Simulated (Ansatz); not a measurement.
In doubt: one-shot GW on d or f shells is unsure, so the values of those runs are not to be relied on.

Planning a GW calculation on GaCuSe2 (I-42d).

It takes space group I-42d (No. 122, tetragonal). The conventional cell has a = 5.619 Å, b = 5.619 Å, c = 11.026 Å, α = 90.00°, β = 90.00°, γ = 90.00°. Nearest to Ga lie 4 Se at 2.42 Å. Nearest to Cu lie 4 Se at 2.42 Å. Nearest to Se lie 2 Ga at 2.42 Å and 2 Cu at 2.42 Å. Farther neighbours and most contacts between anions are not listed.

```cif
data_structure
_symmetry_space_group_name_H-M 'P 1'
_symmetry_Int_Tables_number 1
_cell_length_a 6.7956
_cell_length_b 6.7956
_cell_length_c 6.7956
_cell_angle_alpha 131.158
_cell_angle_beta 131.158
_cell_angle_gamma 71.562
_cell_volume 174.07
loop_
_atom_site_label
_atom_site_type_symbol
_atom_site_fract_x
_atom_site_fract_y
_atom_site_fract_z
_atom_site_occupancy
Ga1 Ga 0.50000 0.50000 0.00000 1
Ga2 Ga 0.25000 0.75000 0.50000 1
Cu3 Cu 0.00000 0.00000 0.00000 1
Cu4 Cu 0.75000 0.25000 0.50000 1
Se5 Se 0.37500 0.37562 0.50062 1
Se6 Se 0.62438 0.12500 0.99938 1
Se7 Se 0.87500 0.87438 0.49938 1
Se8 Se 0.12562 0.62500 0.00062 1
```

The cell and positions come from the Crystallography Open Database and are kept as given unless a step says otherwise.

Runs so far (Ansatz 0.2.0, start PBE, PAW set soft_1 files, 4×4×4 mesh). Times are wall times on 1 × NVIDIA GB200 with 24 threads of Arm Neoverse V2, shared host, good to a factor of about two.

| bands summed | cutoff (eV) | gap on the mesh (eV) | time |
| --- | --- | --- | --- |
| 220 | 54 | 1.066 | 5.7 s |
| 507 | 108 | 0.772 | 15 s |

What should the next rung give, with 1018 bands and screening to 180 eV, and where is the limit?

The error falls about as one over the bands when the cutoff rises with them. A line through the two highest rungs given predicts 0.659 eV; the run gave 0.663 eV, close to it. The two highest rungs put the limit near 0.554 eV, the pair below near 0.547 eV; their difference is a rough measure of what is unsettled in bands and cutoff; the mesh is a separate error.

Gaps are over the mesh's points; an edge off the mesh would be missed. Limits: not at the basis limit; mesh may overstate the screening; d shell near the gap, gap tends to lie low; no spin-orbit coupling; coarse k mesh.

[Paths, hosts, dates, memory and timing lines, banners, echoed tables and standing remarks are left out of the program output.]

[Logs are printed without paths, hosts, clocks, repeated set-up lines and the standing remarks that a program may print on its own settings, such as how far it seeks lower states.]

[Runs of the session that timed out or met a known fault of the program may be left out.]

[Cells called generated may have been cut or substituted from an entry of the Crystallography Open Database or the Materials Project.]

[Hosts, paths, dates, database ids (printed as entryN), source tags and the programs' standing remarks are cut or masked in the printed files.]
